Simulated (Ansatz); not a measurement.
The compound is TcS2 (1T sheet).

The cell holds 3 atoms: 1 Tc and 2 S. Its edges and angles: a = 2.973 Å, b = 2.973 Å, c = 29.617 Å, α = 90.0°, β = 90.0°, γ = 120.0°. Vacuum lies along c.

```
Tc S
1.0
     0.00000    2.10216    2.10216
     2.10216   -2.10216    0.00000
    17.09949   17.09949  -17.09949
Tc S
1 2
Direct
  0.00000 0.00000 0.31922
  0.33333 0.66667 0.37492
  0.66667 0.33333 0.26351
```

The structure was relaxed with LDA. The structure was generated from a model, not taken from a measurement. The runs that relaxed it are not among those shown. The program's search for lower electronic states was switched off, so nothing shows that the state found is the lowest. PAW set soft_2, made with PBE.

A constrained-RPA run (Ansatz 0.2.0; non-magnetic LDA; Tc d + anion p, bands v8 to c3, 6×6×1 mesh, medium accuracy) builds 11 functions on bands 12 eV wide, with 15.0 electrons in the window. The bare on-site interaction is 14.4 eV and the bare J 0.53 eV.

Q: Estimate U, U′ and J.

On the Tc d shell, U = 6.62 eV (46 % of the bare value), U′ = 5.79 eV, J = 0.40 eV.

The parent state is non-magnetic and the interaction static (zero frequency); U depends on the window and the orbitals, so it belongs to this model alone. A window that holds the anion p bands defines a model with explicit ligands; its U belongs to that model and is not the U of DFT+U.

[Paths, hosts, dates, memory and timing lines, banners, echoed tables and standing remarks are left out of the program output.]

[Logs are printed without paths, hosts, clocks, repeated set-up lines and the standing remarks that a program may print on its own settings, such as how far it seeks lower states.]

[Runs of the session that timed out or met a known fault of the program may be left out.]

[Hosts, paths, dates, database ids (printed as entryN), source tags and the programs' standing remarks are cut or masked in the printed files.]
